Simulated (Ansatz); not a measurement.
# TiGeBi: relaxing a made-up structure, part 2 of 2

This structure for TiGeBi is made up. Its elements were placed in a known structure type with a cell scaled to their sizes. What cell does the guess relax to, and how far off was it?

Ansatz 0.2.0; DFT, PBEsol, plane-wave PAW, files of the set soft_1, scalar-relativistic, no spin, cell and ions relaxed at zero pressure; PAW set soft_1 (the session's first sound run).

So far: The starting structure; Relaxation of the guess. The relaxed cell has a = 3.767, c = 8.265 Å (conventional setting).

### 3. Bands of the relaxed cell

A second self-consistent run takes a narrower smearing and the mesh shown in its input; the bands follow along the standard path of the relaxed lattice.

This step: DFT, PBEsol, plane-wave PAW, files of the set soft_1, scalar-relativistic, no spin, bands and density of states at the relaxed cell; PAW set soft_1 (Ansatz 0.2.0).

File input.yaml:

```yaml
crystal:
  lattice:
    - [3.7671345766, 0.0, 0.0]
    - [0.0, 3.7671345766, 0.0]
    - [0.0, 0.0, 8.2646386908]
  atoms:
    - { symbol: Bi, position: [0.0, 0.5, 0.3767557575] }
    - { symbol: Bi, position: [0.5, 0.0, 0.6232442425] }
    - { symbol: Ge, position: [0.5, 0.5, 0.0] }
    - { symbol: Ge, position: [0.0, 0.0, 0.0] }
    - { symbol: Ti, position: [0.0, 0.5, 0.761223658] }
    - { symbol: Ti, position: [0.5, 0.0, 0.238776342] }
kpoints:
  mp_grid: { grid: [8, 8, 4] }
  band_path:
    path:
      - [[0.0, 0.0, 0.0], [0.0, 0.5, 0.0], [0.5, 0.5, 0.0], [0.0, 0.0, 0.0], [0.0, 0.0, 0.5], [0.0, 0.5, 0.5], [0.5, 0.5, 0.5], [0.0, 0.0, 0.5]]
      - [[0.0, 0.5, 0.0], [0.0, 0.5, 0.5]]
      - [[0.5, 0.5, 0.0], [0.5, 0.5, 0.5]]
    npoints: 8
scf:
  occupations: { method: fermi_dirac, width: 0.03 }
  n_extra_bands: 10
hamiltonian:
  xc: pbesol
  pseudopotentials: { kind: paw, azcp: { folder: soft_1 }, xc_functional: pbe }
output:
  forces: true
  stress: true
  write_bands: true
  dos: { projected: true }
  write_density: true
  write_potential: true
  elf: true
  volumetric_format: npy
```

Run with:

```bash
ansatz run input.yaml --threads 4 --pin off --max-ram 10240MiB --backend cpu --events-out ev --progress --plain --runs-dir out
```

Numbers of over 12 decimals in the logs are rounded to 6 here.

Output:

```text
[...]
Crystal: 6 atoms, lattice volume = 117.286 Å³
Basis set: ecut = 420 eV, 2299 PW (Γ), exchange–correlation on 54×54×120 points (8 copies of the dense FFT grid, shifted against one another)
Bands: 51, of which v1, the nominal top of the filled ones, is band 41 counted from 1 (40 counted from 0)
Symmetry: 16 space group operations
[...]
k-points: 45 of 256
[...]
SCF iter   1: F=—  HF=-37948.364106 eV  |F-HF|=—  |Δ(HF+E_count)|=         —  Δρ=7.66e-2  dr2=1.73e1  ethr=3.10e-3  ⟨swp⟩=6.0  Hψ=8046  notcnv=0  defer=2
[...]
SCF iter  10: F=-37945.840022 eV  HF=-37945.840022 eV  |F-HF|=5.34e-9  |Δ(HF+E_count)|=   4.68e-8  Δρ=2.92e-6  dr2=1.35e-8  ethr=1.22e-10  ⟨swp⟩=13.7  Hψ=14209  notcnv=0
SCF 1 converged in 10 iterations: F = -37945.840022 eV  dr2 = 1.35e-8
[...]
NSCF: frozen V_eff on 75 k-points
SCF converged after 10 iterations
Free energy (F): -37945.840022 eV
[...]
Internal energy: -37945.829464 eV  (E = F + TS)
E sigma→0 (E₀):  -37945.834743 eV
Entropy (-TS):   -0.010558 eV (-1.760 meV/atom)
Fermi energy:    13.740687 eV
[...]
--- Forces (eV/Å), atoms counted from 1 ---
  atom   1  Bi    -0.00000000     0.00000000    -0.00227829
  atom   2  Bi     0.00000000     0.00000000     0.00227829
  atom   3  Ge    -0.00000000     0.00000000     0.00000000
  atom   4  Ge     0.00000000     0.00000000    -0.00000000
  atom   5  Ti    -0.00000000     0.00000000     0.01065319
  atom   6  Ti     0.00000000     0.00000000    -0.01065319
  max |Σ_I F_I| component: 1.73e-18 eV/Å
--- Stress (GPa, compression-positive) ---
       -0.173979       0.000000       0.000000
        0.000000      -0.173979      -0.000000
        0.000000      -0.000000       0.506688
  P = ⅓ Tr σ = 0.0529 GPa (0.529 kbar)
--- Band table (eV; the first three rows and the last of 45) ---
  k-point 0: bands = [... 37 lower, 12.6626, 12.6626, 14.0451, 14.1639, 14.1639, 14.7581, 14.9006, 14.9415, ... 6 higher]
  k-point 1: bands = [... 37 lower, 12.6053, 12.6053, 14.1736, 14.3981, 14.3981, 14.6827, 14.8246, 14.8997, ... 6 higher]
  k-point 2: bands = [... 37 lower, 12.5548, 12.8105, 13.7368, 14.4403, 14.7613, 14.7613, 14.8926, 14.8989, ... 6 higher]
  k-point 44: bands = [... 37 lower, 11.9338, 12.1558, 12.1558, 12.3610, 12.3610, 15.2521, 15.2521, 15.4828, ... 6 higher]
```

Run time: 15 s. Hardware: 4 threads of Arm Neoverse N1, shared host; peak memory 0.65 GiB; 58 s of CPU time.

In the SCF lines HF is the Harris–Foulkes energy and dr2 the Hartree energy of the density residual, in eV; the loop may stop once dr2 is under the threshold and the program's other checks hold. Hψ counts applications of the Hamiltonian.

This step gave:

```
free energy             : -37945.8400 eV
energy at zero smearing : -37945.8347 eV
smearing term TS        : 0.01056 eV
Fermi energy            : 13.74 eV
pressure                : 0.05291 GPa
```

bands.tsv at the labelled points (eV, zero at the Fermi level; the bands that come nearest the Fermi level along the path):

| point | band 38 | band 39 | band 40 | band 41 | band 42 | band 43 | band 44 | band 45 |
| --- | --- | --- | --- | --- | --- | --- | --- | --- |
| Γ | -1.08 | -1.08 | 0.30 | 0.42 | 0.42 | 1.02 | 1.16 | 1.20 |
| X | -0.96 | -0.91 | -0.91 | -0.10 | -0.10 | 1.44 | 1.44 | 1.87 |
| M | -2.21 | -2.03 | -2.03 | -1.29 | -1.29 | 1.74 | 1.74 | 1.95 |
| Γ | -1.08 | -1.08 | 0.30 | 0.42 | 0.42 | 1.02 | 1.16 | 1.20 |
| Z | -1.19 | -0.93 | 0.00 | 0.70 | 1.02 | 1.02 | 1.15 | 1.16 |
| R | -1.09 | -0.33 | -0.33 | 0.19 | 0.19 | 1.62 | 1.62 | 2.12 |
| A | -1.81 | -1.58 | -1.58 | -1.38 | -1.38 | 1.51 | 1.51 | 1.74 |
| Z | -1.19 | -0.93 | 0.00 | 0.70 | 1.02 | 1.02 | 1.15 | 1.16 |
| X | -0.96 | -0.91 | -0.91 | -0.10 | -0.10 | 1.44 | 1.44 | 1.87 |
| R | -1.09 | -0.33 | -0.33 | 0.19 | 0.19 | 1.62 | 1.62 | 2.12 |
| M | -2.21 | -2.03 | -2.03 | -1.29 | -1.29 | 1.74 | 1.74 | 1.95 |
| A | -1.81 | -1.58 | -1.58 | -1.38 | -1.38 | 1.51 | 1.51 | 1.74 |

States per cell as run, both spins, in windows of 1 eV, from dos.tsv (zero at the Fermi level):

```csv
from,to,total
-8,-7,0.74
-7,-6,0.38
-6,-5,0.38
-5,-4,3.10
-4,-3,2.13
-3,-2,3.18
-2,-1,5.15
-1,0,4.48
0,1,2.52
1,2,6.72
2,3,4.86
```

A further 62.5 states lie below the table's range.

Electrostatic potential energy in the ac plane at fractional y = 0.000, with atoms of Bi and Ge and Ti within 0.2 Å of it. With pseudopotentials it is smooth inside the atoms' cores, unlike the true potential.

Values in eV, 24 rows by 14 columns, each cell a mean:
```
 -4  -6  -9  -1  10  14  16  16  16  14   9  -5  -9  -6
 -8  -7  -3   7  13  15  16  16  16  15  12   4  -5  -8
  3   5   9  13  15  16  16  16  16  16  15  12   8   4
 14  14  15  16  16  16  16  16  16  16  16  16  15  14
 16  16  16  16  15  14  14  13  14  15  16  16  16  16
 16  16  16  14  12   8   3   2   5   9  12  15  16  16
 16  16  14  10   2 -11 -21 -23 -19  -8   4  12  15  16
 16  15  12   3 -14 -30 -37 -38 -36 -27 -10   7  13  15
 16  15  11  -3 -23 -37 -38 -38 -38 -35 -19   3  12  15
 16  15  12  -1 -20 -35 -38 -38 -38 -32 -16   5  13  15
 16  15  13   6  -7 -23 -32 -33 -30 -19  -4   9  14  16
 16  16  15  12   8  -1  -9 -11  -7   2   9  13  15  16
 16  16  16  15  14  12  11  10  11  13  14  15  16  16
 16  16  16  16  15  14  13  13  14  14  15  16  16  16
 16  16  16  15  14  12  10  10  11  12  14  15  16  16
 16  16  15  13   9   2  -5  -7  -3   4  10  13  15  16
 16  15  14   9  -3 -17 -25 -26 -23 -14   0  11  14  16
 16  15  13   5 -12 -25 -29 -29 -28 -23  -8   9  14  16
 16  15  13   5 -12 -25 -29 -29 -28 -23  -8   9  14  16
 15  15  13   9  -2 -17 -24 -26 -23 -13   1  11  14  15
  9  10  12  12   9   3  -4  -6  -2   5  10  12  11  10
 -5  -4   2   9  12  12  11  11  11  12  12   7   0  -4
 -6  -8  -8   2  11  14  15  15  15  13  10  -2  -8  -7
 -3  -5  -9  -3   9  14  16  16  15  13   7  -7  -8  -4
```
Columns run along a (3.8 Å; values clipped at the 3rd and 97th percentile), rows up along c (8.3 Å). Atoms in or near the plane, at fractional coordinates: Bi at (0.50, 0.62), Ge at (0.00, 0.00), Ti at (0.50, 0.24).

ELF in the ac plane at fractional y = 0.000, with atoms of Bi and Ge and Ti within 0.2 Å of it. It is the smooth field of the valence electrons, not physical close to the nuclei.

Ten even steps from '_' (0.05) to '@' (0.71), each cell a mean:
```
::::==++==--..__..--++++--::
==++++++==..______::==++++==
######++--..______..--**####
%%%%**==::..______..::++##%%
**++==----::----::::----==++
======++====++++++==========
====++++++++======++++**++==
==++**++++--....::==++++++==
--==++++==::......::==++++==
..--==++==::......--++++==::
__..--++++==--::--==++==--..
____::==++++++++++++++--..__
____..--==++******++==::..__
......::--==++++====--::....
::::::::..............::::::
----::..__..--==--..__..::--
==--..__::##@@@@@@**::__::--
==--..__++@@@@%%@@@@==__..--
++--....++@@@@%%@@@@--__::==
%%##==..--##@@@@@@**::::++##
%%%%%%++::::::--::..--**%%%%
****####**--......--**####**
::--++****++--::--++****==::
##::--++++==::::--++++++::::
```
Columns run along a (3.8 Å), rows up along c (8.3 Å). Atoms in or near the plane, at fractional coordinates: Bi at (0.50, 0.62), Ge at (0.00, 0.00), Ti at (0.50, 0.24).

Valence density in the ac plane at fractional y = 0.000, with atoms of Bi and Ge and Ti within 0.2 Å of it. It is the smooth field of the valence electrons, not physical close to the nuclei.

Ten steps, logarithmic in the rise over the least value, from '0' (0 e/Å³) to '9' (39 e/Å³), each cell a mean:
```
87410000001247
43210000000123
11100000000011
00000000000000
00000000000000
00000111110000
00011233321000
00012455542100
00023566653100
00013566543100
00012345432000
00001122211000
00000011000000
00000000000000
00000000000000
00000122110000
00001355531000
00012567642000
00012567642000
00001355431000
11101112110011
22110000001112
75311000001136
98411000001258
```
Columns run along a (3.8 Å), rows up along c (8.3 Å). Atoms in or near the plane, at fractional coordinates: Bi at (0.50, 0.62), Ge at (0.00, 0.00), Ti at (0.50, 0.24).

### 4. Outcome

| Property | Result |
| --- | --- |
| space group, relaxed | P4/nmm |
| conventional cell | a = 3.767, b = 3.767, c = 8.265 Å; α = 90.0°, β = 90.0°, γ = 90.0° |
| volume per atom | 19.55 Å³ (guess 20.07) |

In words: TiGeBi relaxes to P4/nmm with a = 3.767, b = 3.767 and c = 8.265 Å. The guessed volume was 3 % too large. The space group P4/nmm was held in the relaxation, so the end point is a stationary structure within it and may be a saddle against distortions or other arrangements. Bands cross the Fermi level, so it is a metal or semimetal at this level. On the 8×8×4 mesh with the narrower smearing (relaxed on 7×7×3) the largest force component is 0.011 eV/Å and the largest stress component is 0.507 GPa, against the relaxation's thresholds of 0.015 eV/Å and 0.05 GPa. The cutoff wasn't tested. Spin-orbit coupling is left out, which can matter for elements this heavy. No dispersion term is used, so weakly bound directions may come out too long. The runs have no spin, and magnetism wasn't tested. Nothing here tests whether the compound is stable against decomposition.

[Logs are printed without paths, hosts, clocks, repeated set-up lines and the standing remarks that a program may print on its own settings, such as how far it seeks lower states.]

[Hosts, paths, dates, database ids (printed as entryN), source tags and the programs' standing remarks are cut or masked in the printed files.]
